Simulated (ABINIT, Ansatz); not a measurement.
# Quasiparticle gap of CrF6 (R-3) in ABINIT, part 2 of 3

Aim: the G0W0 gap of CrF6 (R-3) on PBEsol, step by step.

ABINIT 10.8.3; PBEsol and many-body steps on it, plane waves. Known limits of the many-body steps: not at the basis limit; no spin polarisation; d states lean on the start; coarse k mesh.

So far. Step 2 (Ground state): The gap is indirect, with the least direct gap 0.06 eV higher.

## 3. Bands along the symmetry lines

Level of this step: DFT, PBEsol, plane waves, norm-conserving pseudopotentials (ABINIT).

Levels along a band path, at the cheap level, show where the edges lie and whether the meshes to come will hold them.

run.abi reads:

```
acell 3*1.0 Angstrom
rprim 
  2.402403871812 1.387028522093 4.369215055800
  -2.402403871812 1.387028522093 4.369215055800
  0.000000000000 -2.774057044186 4.369215055800
ntypat 2
znucl 24 9
natom 7
typat 1 2 2 2 2 2 2
xred 
  0.000000000000 0.000000000000 0.000000000000
  0.368598720000 0.081843300000 0.779004130000
  0.081843300000 0.779004130000 0.368598720000
  0.220995870000 0.631401280000 0.918156700000
  0.918156700000 0.220995870000 0.631401280000
  0.631401280000 0.918156700000 0.220995870000
  0.779004130000 0.368598720000 0.081843300000
pp_dirpath "pseudos"
pseudos "Cr.upf, F.upf"
ecut 43
iscf -2
irdden 1
kptopt 0
nkpt 31
kpt 
  0.00000000 0.00000000 0.00000000
  -0.12500000 -0.12500000 -0.12500000
  -0.25000000 -0.25000000 -0.25000000
  -0.37500000 -0.37500000 -0.37500000
  -0.50000000 -0.50000000 -0.50000000
  -0.50000000 -0.43346293 -0.56653707
  -0.50000000 -0.36692586 -0.63307414
  -0.50000000 -0.30038879 -0.69961121
  -0.50000000 -0.23385172 -0.76614828
  -0.23385172 0.23385172 -0.50000000
  -0.17538879 0.17538879 -0.50000000
  -0.11692586 0.11692586 -0.50000000
  -0.05846293 0.05846293 -0.50000000
  0.00000000 0.00000000 -0.50000000
  0.00000000 0.00000000 -0.37500000
  0.00000000 0.00000000 -0.25000000
  0.00000000 0.00000000 -0.12500000
  0.00000000 0.00000000 0.00000000
  0.00000000 0.09173146 -0.09173146
  0.00000000 0.18346293 -0.18346293
  0.00000000 0.27519439 -0.27519439
  0.00000000 0.36692586 -0.36692586
  -0.36692586 0.00000000 -0.63307414
  -0.40019439 0.00000000 -0.59980561
  -0.43346293 0.00000000 -0.56653707
  -0.46673147 0.00000000 -0.53326853
  -0.50000000 0.00000000 -0.50000000
  -0.37500000 0.00000000 -0.37500000
  -0.25000000 0.00000000 -0.25000000
  -0.12500000 0.00000000 -0.12500000
  0.00000000 0.00000000 0.00000000
istwfk *1
nband 35
nbdbuf 2
tolwfr 1e-08
nstep 40
prtwf 0
prtvol 0
indata_prefix "in"
outdata_prefix "out"
tmpdata_prefix "tmp"
```

On the command line:

```
OMP_NUM_THREADS=1 mpirun -n 4 abinit run.abi > log
```

Numbers of over 12 decimals in the logs are rounded to 6 here.

Log:

```text
.Version 10.8.3 of ABINIT. v10.8.2 released Aug 2026.

 Symmetries : space group R-3 (#148); Bravais hR (rhombohedral)
[... echo of the input left out ...]
== DATASET  1 ==================================================================
-   mpi_nproc: 4, omp_nthreads: 1 (-1 if OMP is not activated)

--- !DatasetInfo
iteration_state: {dtset: 1, }
dimensions: {natom: 7, nkpt: 31, mband: 35, nsppol: 1, nspinor: 1, nspden: 1, mpw: 7993, }
cutoff_energies: {ecut:  43.0, pawecutdg:  -1.0, }
electrons: {nelect:   5.60000000E+01, charge:   0.00000000E+00, occopt:   1.00000000E+00, tsmear:   1.00000000E-02, }

 Real(R)+Recip(G) space primitive vectors, cartesian coordinates (Bohr,Bohr^-1):
 R(1)=  4.5398854  2.6211040  8.2566198  G(1)=  0.1101349  0.0635864  0.0403716
 R(2)= -4.5398854  2.6211040  8.2566198  G(2)= -0.1101349  0.0635864  0.0403716
 R(3)=  0.0000000 -5.2422081  8.2566198  G(3)=  0.0000000 -0.1271729  0.0403716
 Unit cell volume ucvol=  5.8949847E+02 bohr^3
 Angles (23,13,12)=  5.53157509E+01  5.53157509E+01  5.53157509E+01 degrees

 getcut: wavevector=  0.0000  0.0000  0.0000  ngfft=  60  60  60
         ecut(hartree)=     43.000   => boxcut(ratio)=   2.07829

--- Pseudopotential description ------------------------------------------------
- Cr Generated using ONCVPSP code by D. R. Hamann
- 24.00000  14.00000  180301                  znucl, zion, pspdat
12 -116133 2 -1 1638                          pspcod,pspxc,lmax,lloc,mmax
     nproj     2     2     2
  pspatm : epsatm=   17.25290059
         --- l  ekb(1:nproj) -->
             0    6.336119   -1.235453
             1    1.195472   -0.853463
             2   -6.278788   -1.744536
 pspatm: atomic psp has been read  and splines computed

- F Generated using ONCVPSP code by D. R. Hamann
-  9.00000   7.00000  180301                  znucl, zion, pspdat
12 -116133 2 -1 832                           pspcod,pspxc,lmax,lloc,mmax
     nproj     2     2     1
  pspatm : epsatm=    4.89824381
         --- l  ekb(1:nproj) -->
[...]
2   -2.394754
 pspatm: atomic psp has been read  and splines computed

--------------------------------------------------------------------------------

================================================================================
 prteigrs : about to open file out_EIG
 Non-SCF case, kpt    1 (  0.00000  0.00000  0.00000), residuals and eigenvalues=
  4.33E-09  8.55E-09  2.85E-09  4.02E-09  2.41E-09  2.40E-09  4.81E-09  4.70E-09
  2.07E-09  2.91E-09  2.14E-09  4.78E-09  5.76E-09  8.84E-09  8.52E-09  2.59E-09
  1.76E-09  2.13E-09  6.23E-09  2.39E-09  6.21E-09  6.96E-09  8.96E-09  5.32E-09
[...]
-2.7600E+00 -1.7105E+00 -1.7104E+00 -1.7104E+00 -8.6528E-01 -8.3528E-01
 -8.3528E-01 -8.2203E-01 -8.1952E-01 -8.1952E-01 -2.4645E-01 -2.4645E-01
 -2.4056E-01 -2.2576E-01 -2.2576E-01 -2.1832E-01 -1.8267E-01 -1.8267E-01
[...]
-1.7469E-01 -1.3951E-01 -1.1432E-01 -1.1432E-01 -1.1389E-01 -1.0493E-01
 -1.0493E-01 -1.0343E-01 -1.0119E-01 -1.0119E-01 -2.2833E-02 -1.5368E-02
 -1.5368E-02  1.0650E-01  1.0650E-01  2.8806E-01  5.0006E-01

--- !ResultsGS
iteration_state: {dtset: 1, }
comment   : Summary of ground state results
lattice_vectors:
- [  4.5398854,   2.6211040,   8.2566198, ]
- [ -4.5398854,   2.6211040,   8.2566198, ]
- [  0.0000000,  -5.2422081,   8.2566198, ]
lattice_lengths: [   9.78021,    9.78021,    9.78021, ]
lattice_angles: [ 55.316,  55.316,  55.316, ] # degrees, (23, 13, 12)
lattice_volume:   5.8949847E+02
convergence: {deltae:  0.000E+00, res2:  0.000E+00, residm:  9.996E-09, diffor:  0.000E+00, }
etotal    :  -2.36274529E+02
entropy   :   0.00000000E+00
fermie    :  -9.39977814E-02
cartesian_stress_tensor: null
pressure_GPa: null
xred      :
- [  0.0000E+00,   0.0000E+00,   0.0000E+00, Cr]
- [  3.6860E-01,   8.1843E-02,   7.7900E-01,  F]
- [  8.1843E-02,   7.7900E-01,   3.6860E-01,  F]
- [  2.2100E-01,   6.3140E-01,   9.1816E-01,  F]
- [  9.1816E-01,   2.2100E-01,   6.3140E-01,  F]
- [  6.3140E-01,   9.1816E-01,   2.2100E-01,  F]
- [  7.7900E-01,   3.6860E-01,   8.1843E-02,  F]
cartesian_forces: null
force_length_stats: {min: null, max: null, mean: null, }

 Integrated electronic density in atomic spheres:
 ------------------------------------------------
 Atom  Sphere_radius  Integrated_density
[...]
================================================================================

 ----iterations are completed or convergence reached----

 Mean square residual over all n,k,spin=   47.764E-10; max=  99.964E-10
 reduced coordinates (array xred) for    7 atoms
[...]
cartesian coordinates (angstrom) at end:
    1      0.000000     0.000000     0.000000
    2      0.688902    -1.536226     5.371715
    3     -1.674862     0.171506     5.371715
    4     -0.985960    -1.364720     7.735931
    5      1.674862    -0.171506     7.735931
    6     -0.688902     1.536226     7.735931
    7      0.985960     1.364720     5.371715
 length scales=  1.889726125908  1.889726125908  1.889726125908 bohr
              =  1.000000000000  1.000000000000  1.000000000000 angstroms
 prteigrs : about to open file out_EIG
 Eigenvalues (hartree) for nkpt=  31  k points:
 kpt#   1, nband= 35, wtk=  1.00000, kpt=  0.0000  0.0000  0.0000 (reduced coord)
[...]
kpt#   2, nband= 35, wtk=  1.00000, kpt= -0.1250 -0.1250 -0.1250 (reduced coord)
[...]
kpt#   3, nband= 35, wtk=  1.00000, kpt= -0.2500 -0.2500 -0.2500 (reduced coord)
[...]
kpt#  30, nband= 35, wtk=  1.00000, kpt= -0.1250  0.0000 -0.1250 (reduced coord)
[...]
0.10639    0.29854    0.49663
 kpt#  31, nband= 35, wtk=  1.00000, kpt=  0.0000  0.0000  0.0000 (reduced coord)
[...]
-0.18267   -0.18267   -0.17469   -0.13951   -0.11432   -0.11432   -0.11389   -0.10493
  -0.10493   -0.10343   -0.10119   -0.10119   -0.02283   -0.01537   -0.01537    0.10650
   0.10650    0.28806    0.50006

== END DATASET(S) ==============================================================
================================================================================

 -outvars: echo values of variables after computation  --------
            nband          35
             nkpt          31
          spgroup         148
 [... the other variables as echoed above ...]

 Calculation completed.
```

The job ended after 86 s (4 MPI ranks of Arm Neoverse N1, shared host; peak memory 0.46 GiB; 5.7 min of CPU time).

This step gave:

```
gap                        : 1.937 eV
k of the valence top       : -0.4335, 0, -0.5665
k of the conduction bottom : 0, 0, 0
least direct gap           : 1.992 eV
```

The gap is 1.937 eV, as in the run before at this level.

The electronic bands at the labelled points (eV, zero at the top of the highest filled band):

| point | band 25 | band 26 | band 27 | band 28 | band 29 | band 30 | band 31 | band 32 |
| --- | --- | --- | --- | --- | --- | --- | --- | --- |
| Γ | -0.30 | -0.26 | -0.20 | -0.20 | 1.94 | 2.14 | 2.14 | 5.46 |
| halfway | -0.33 | -0.33 | -0.13 | -0.13 | 2.03 | 2.18 | 2.18 | 5.42 |
| T | -0.36 | -0.36 | -0.14 | -0.14 | 2.10 | 2.22 | 2.22 | 5.39 |
| halfway | -0.51 | -0.23 | -0.13 | -0.13 | 2.15 | 2.18 | 2.27 | 5.33 |
| H2 | -0.71 | -0.16 | -0.12 | -0.02 | 2.12 | 2.17 | 2.29 | 5.30 |
| jump to H0 | -0.71 | -0.16 | -0.12 | -0.02 | 2.12 | 2.17 | 2.29 | 5.30 |
| halfway | -0.56 | -0.17 | -0.12 | -0.03 | 2.07 | 2.13 | 2.28 | 5.32 |
| L | -0.37 | -0.23 | -0.14 | -0.08 | 1.98 | 2.12 | 2.33 | 5.32 |
| halfway | -0.34 | -0.26 | -0.17 | -0.08 | 2.03 | 2.09 | 2.22 | 5.39 |
| Γ | -0.30 | -0.26 | -0.20 | -0.20 | 1.94 | 2.14 | 2.14 | 5.46 |
| halfway | -0.47 | -0.19 | -0.10 | -0.09 | 2.06 | 2.11 | 2.21 | 5.39 |
| S0 | -0.50 | -0.20 | -0.11 | 0.00 | 2.08 | 2.16 | 2.29 | 5.30 |
| jump to S2 | -0.50 | -0.20 | -0.11 | 0.00 | 2.08 | 2.16 | 2.29 | 5.30 |
| halfway | -0.46 | -0.24 | -0.13 | 0.00 | 2.03 | 2.17 | 2.34 | 5.27 |
| F | -0.43 | -0.27 | -0.14 | 0.00 | 1.99 | 2.18 | 2.35 | 5.26 |
| halfway | -0.41 | -0.23 | -0.17 | -0.06 | 2.03 | 2.16 | 2.22 | 5.36 |
| Γ | -0.30 | -0.26 | -0.20 | -0.20 | 1.94 | 2.14 | 2.14 | 5.46 |

## 4. Empty states on the mesh, 2×2×2 mesh, 185 bands

The sums over transitions need many empty states on a uniform mesh; this step solves for them.

run.abi reads:

```
acell 3*1.0 Angstrom
rprim 
  2.402403871812 1.387028522093 4.369215055800
  -2.402403871812 1.387028522093 4.369215055800
  0.000000000000 -2.774057044186 4.369215055800
ntypat 2
znucl 24 9
natom 7
typat 1 2 2 2 2 2 2
xred 
  0.000000000000 0.000000000000 0.000000000000
  0.368598720000 0.081843300000 0.779004130000
  0.081843300000 0.779004130000 0.368598720000
  0.220995870000 0.631401280000 0.918156700000
  0.918156700000 0.220995870000 0.631401280000
  0.631401280000 0.918156700000 0.220995870000
  0.779004130000 0.368598720000 0.081843300000
pp_dirpath "pseudos"
pseudos "Cr.upf, F.upf"
ecut 43
ngkpt 2 2 2
nshiftk 1
shiftk 0 0 0
kptopt 1
chksymbreak 0
iscf -2
irdden 1
istwfk *1
nband 185
nbdbuf 16
tolwfr 1e-09
nstep 60
prtvol 0
indata_prefix "in"
outdata_prefix "out"
tmpdata_prefix "tmp"
```

Log:

```text
.Version 10.8.3 of ABINIT. v10.8.2 released Aug 2026.

 Symmetries : space group R-3 (#148); Bravais hR (rhombohedral)
[... echo of the input left out ...]
== DATASET  1 ==================================================================
-   mpi_nproc: 4, omp_nthreads: 1 (-1 if OMP is not activated)

--- !DatasetInfo
iteration_state: {dtset: 1, }
dimensions: {natom: 7, nkpt: 4, mband: 185, nsppol: 1, nspinor: 1, nspden: 1, mpw: 7993, }
cutoff_energies: {ecut:  43.0, pawecutdg:  -1.0, }
electrons: {nelect:   5.60000000E+01, charge:   0.00000000E+00, occopt:   1.00000000E+00, tsmear:   1.00000000E-02, }

 Real(R)+Recip(G) space primitive vectors, cartesian coordinates (Bohr,Bohr^-1):
 R(1)=  4.5398854  2.6211040  8.2566198  G(1)=  0.1101349  0.0635864  0.0403716
 R(2)= -4.5398854  2.6211040  8.2566198  G(2)= -0.1101349  0.0635864  0.0403716
 R(3)=  0.0000000 -5.2422081  8.2566198  G(3)=  0.0000000 -0.1271729  0.0403716
 Unit cell volume ucvol=  5.8949847E+02 bohr^3
 Angles (23,13,12)=  5.53157509E+01  5.53157509E+01  5.53157509E+01 degrees

 getcut: wavevector=  0.0000  0.0000  0.0000  ngfft=  60  60  60
         ecut(hartree)=     43.000   => boxcut(ratio)=   2.07829

--- Pseudopotential description ------------------------------------------------
- Cr Generated using ONCVPSP code by D. R. Hamann
- 24.00000  14.00000  180301                  znucl, zion, pspdat
12 -116133 2 -1 1638                          pspcod,pspxc,lmax,lloc,mmax
     nproj     2     2     2
  pspatm : epsatm=   17.25290059
         --- l  ekb(1:nproj) -->
             0    6.336119   -1.235453
             1    1.195472   -0.853463
             2   -6.278788   -1.744536
 pspatm: atomic psp has been read  and splines computed

- F Generated using ONCVPSP code by D. R. Hamann
-  9.00000   7.00000  180301                  znucl, zion, pspdat
12 -116133 2 -1 832                           pspcod,pspxc,lmax,lloc,mmax
     nproj     2     2     1
  pspatm : epsatm=    4.89824381
         --- l  ekb(1:nproj) -->
[...]
2   -2.394754
 pspatm: atomic psp has been read  and splines computed

--------------------------------------------------------------------------------

================================================================================
 prteigrs : about to open file out_EIG
 Non-SCF case, kpt    1 (  0.00000  0.00000  0.00000), residuals and eigenvalues=
  9.72E-11  5.14E-10  3.83E-10  3.59E-10  7.12E-11  8.45E-11  1.34E-10  8.56E-11
  1.23E-10  9.17E-10  1.08E-10  7.82E-11  1.23E-10  9.03E-11  9.63E-10  1.36E-10
  1.81E-10  9.14E-10  9.75E-11  1.10E-10  1.69E-10  5.84E-10  6.90E-10  7.60E-11
[...]
3.65E-04
 -2.7600E+00 -1.7105E+00 -1.7104E+00 -1.7104E+00 -8.6528E-01 -8.3528E-01
 -8.3528E-01 -8.2203E-01 -8.1952E-01 -8.1952E-01 -2.4645E-01 -2.4645E-01
 -2.4056E-01 -2.2576E-01 -2.2576E-01 -2.1832E-01 -1.8267E-01 -1.8267E-01
[...]
2.7888E+00  2.7888E+00  2.7894E+00  2.8387E+00  2.8802E+00  2.8802E+00
  2.8848E+00  2.8848E+00  2.8926E+00  2.9556E+00  2.9833E+00  2.9833E+00
  2.9891E+00  3.0220E+00  3.0251E+00  3.0364E+00  3.0695E+00
 prteigrs : prtvol=0 or 1, do not print more k-points.

--- !ResultsGS
iteration_state: {dtset: 1, }
comment   : Summary of ground state results
lattice_vectors:
- [  4.5398854,   2.6211040,   8.2566198, ]
- [ -4.5398854,   2.6211040,   8.2566198, ]
- [  0.0000000,  -5.2422081,   8.2566198, ]
lattice_lengths: [   9.78021,    9.78021,    9.78021, ]
lattice_angles: [ 55.316,  55.316,  55.316, ] # degrees, (23, 13, 12)
lattice_volume:   5.8949847E+02
convergence: {deltae:  0.000E+00, res2:  0.000E+00, residm:  9.938E-10, diffor:  0.000E+00, }
etotal    :  -2.36274529E+02
entropy   :   0.00000000E+00
fermie    :  -9.39977814E-02
cartesian_stress_tensor: null
pressure_GPa: null
xred      :
- [  0.0000E+00,   0.0000E+00,   0.0000E+00, Cr]
- [  3.6860E-01,   8.1843E-02,   7.7900E-01,  F]
- [  8.1843E-02,   7.7900E-01,   3.6860E-01,  F]
- [  2.2100E-01,   6.3140E-01,   9.1816E-01,  F]
- [  9.1816E-01,   2.2100E-01,   6.3140E-01,  F]
- [  6.3140E-01,   9.1816E-01,   2.2100E-01,  F]
- [  7.7900E-01,   3.6860E-01,   8.1843E-02,  F]
cartesian_forces: null
force_length_stats: {min: null, max: null, mean: null, }

 Integrated electronic density in atomic spheres:
 ------------------------------------------------
 Atom  Sphere_radius  Integrated_density
[...]
================================================================================

 ----iterations are completed or convergence reached----

 Mean square residual over all n,k,spin=   38.915E-11; max=  99.384E-11
 reduced coordinates (array xred) for    7 atoms
[...]
0.631401280000      0.918156700000      0.220995870000
       0.779004130000      0.368598720000      0.081843300000

 cartesian coordinates (angstrom) at end:
    1      0.000000     0.000000     0.000000
    2      0.688902    -1.536226     5.371715
    3     -1.674862     0.171506     5.371715
    4     -0.985960    -1.364720     7.735931
    5      1.674862    -0.171506     7.735931
    6     -0.688902     1.536226     7.735931
    7      0.985960     1.364720     5.371715
 length scales=  1.889726125908  1.889726125908  1.889726125908 bohr
              =  1.000000000000  1.000000000000  1.000000000000 angstroms
 prteigrs : about to open file out_EIG
 Eigenvalues (hartree) for nkpt=   4  k points:
 kpt#   1, nband=185, wtk=  0.12500, kpt=  0.0000  0.0000  0.0000 (reduced coord)
[...]
2.78880    2.78880    2.78941    2.83866    2.88025    2.88025    2.88481    2.88481
   2.89262    2.95558    2.98329    2.98332    2.98911    3.02205    3.02506    3.03635
   3.06947
 prteigrs : prtvol=0 or 1, do not print more k-points.

== END DATASET(S) ==============================================================
================================================================================

 -outvars: echo values of variables after computation  --------
            nband         185
             nkpt           4
          spgroup         148
 [... the other variables as echoed above ...]

 Calculation completed.
```

Elapsed: 99 s, on 4 MPI ranks; peak memory 0.48 GiB.

This step gave:

```
gap                                                           : 1.937 eV
k of the valence top                                          : 0.5, 0.5, 0
k of the conduction bottom                                    : 0, 0, 0
least direct gap                                              : 1.992 eV
k points computed                                             : 4
lowest point of the top converged band, above the valence top : 78.0466 eV
```

On this mesh the gap is 1.937 eV.

## 5. Screening, 2×2×2 mesh, 169 bands, screening to 176.9 eV

The RPA dielectric matrix is built and inverted for each q.

This step: RPA screening on PBEsol, plane waves, norm-conserving pseudopotentials.

run.abi: that of step 4 with these lines changed.

```diff
@@ -25,10 +25,11 @@
 chksymbreak 0
-iscf -2
-irdden 1
 istwfk *1
-nband 185
-nbdbuf 16
-tolwfr 1e-09
-nstep 60
-prtvol 0
+occopt 1
+irdwfk 1
+optdriver 3
+nband 169
+ecuteps 6.5
+inclvkb 2
+awtr 1
+symchi 1
 indata_prefix "in"
```

Log:

```text
.Version 10.8.3 of ABINIT. v10.8.2 released Aug 2026.

 Symmetries : space group R-3 (#148); Bravais hR (rhombohedral)
[... echo of the input left out ...]
== DATASET  1 ==================================================================
-   mpi_nproc: 4, omp_nthreads: 1 (-1 if OMP is not activated)

--- !DatasetInfo
iteration_state: {dtset: 1, }
dimensions: {natom: 7, nkpt: 4, mband: 169, nsppol: 1, nspinor: 1, nspden: 1, mpw: 7993, }
cutoff_energies: {ecut:  43.0, pawecutdg:  -1.0, }
electrons: {nelect:   5.60000000E+01, charge:   0.00000000E+00, occopt:   1.00000000E+00, tsmear:   1.00000000E-02, }

 SCREENING: Calculation of the susceptibility and dielectric matrices

 Based on a program developped by R.W. Godby, V. Olevano, G. Onida, and L. Reining.
 Incorporated in ABINIT by V. Olevano, G.-M. Rignanese, and M. Torrent.
.Using double precision arithmetic ; gwpc =  8

[... cell and pseudopotentials left out ...]
--------------------------------------------------------------------------------

 ==== K-mesh for the wavefunctions ====
 Number of points in the irreducible wedge :     4
[... list of points left out ...]
 Together with  6 symmetry operations and time-reversal symmetry
 yields     8 points in the full Brillouin Zone.

 ==== Q-mesh for the screening function ====
 Number of points in the irreducible wedge :     4
[... list of points left out ...]
 Together with  6 symmetry operations and time-reversal symmetry
 yields     8 points in the full Brillouin Zone.

 setmesh: FFT mesh size selected  =    45x   45x   45
          total number of points  =        91125

 vcoul_init : cutoff-mode = AUXILIARY_FUNCTION
 q-points for optical limit:   1
     1)      0.000010    0.000020    0.000030

- screening: taking advantage of time-reversal symmetry
- Maximum band index for partially occupied states nbvw = 28
- Remaining bands to be divided among processors   nbcw = 141
- Number of bands treated by each node ~35

 Number of electrons calculated from density =   56.0000; Expected =   56.0000
 average of density, n =  0.094996
 r_s =    1.3596
 omega_plasma =   29.7309 [eV]

 calculating chi0 at frequencies [eV] :
  1    0.000000E+00    0.000000E+00
  2    0.000000E+00    2.973091E+01

--------------------------------------------------------------------------------
  q-point number  1        q = ( 0.000000, 0.000000, 0.000000) [r.l.u.]
--------------------------------------------------------------------------------
[... chi0 elements left out ...]
 For q-point:  0.000010 0.000020 0.000030
  dielectric constant =   3.4410
  dielectric constant without local fields =   6.3091

  Average fulfillment of the sum rule on Im[epsilon] for q-point    1 :     54.43  [%]
[... wings left out ...]
  q-point number  2        q = ( 0.500000, 0.000000, 0.000000) [r.l.u.]
--------------------------------------------------------------------------------
[... chi0 elements left out ...]
  Average fulfillment of the sum rule on Im[epsilon] for q-point    2 :     59.64  [%]

 [... 2 further q-points ...]
```

It took 2.4 min on 4 MPI ranks; peak memory 2 GiB.

Numbers from this step:

```yaml
eps_infinity_with_local_fields_on_this_mesh_along_the_program_s_q_direction: 3.441
the_same_without_local_fields: 6.309
plasma_frequency: 29.73 eV
plane_waves_in_the_screening_matrix: 465
```

Local fields lower ε∞ by 45 %. On a Γ-centred mesh this coarse the value itself is usually too large, while a short band sum pulls it down.

(Part 2 of 3 ends here.)

[Paths, hosts, dates, memory and timing lines, banners, echoed tables and standing remarks are left out of the program output.]

[Logs are printed without paths, hosts, clocks, repeated set-up lines and the standing remarks that a program may print on its own settings, such as how far it seeks lower states.]

[Runs of the session that timed out or met a known fault of the program may be left out.]

[Hosts, paths, dates, database ids (printed as entryN), source tags and the programs' standing remarks are cut or masked in the printed files.]

[G0W0 gaps are taken among the corrected bands and points alone; a level outside them can change the order at an edge.]

[Where Ansatz stands beside ABINIT at settings called matched, ABINIT's density can come from a denser mesh and the files from another edition; pairs whose starting gaps differed by over 0.03 eV were left out, so agreement reads better than it is.]
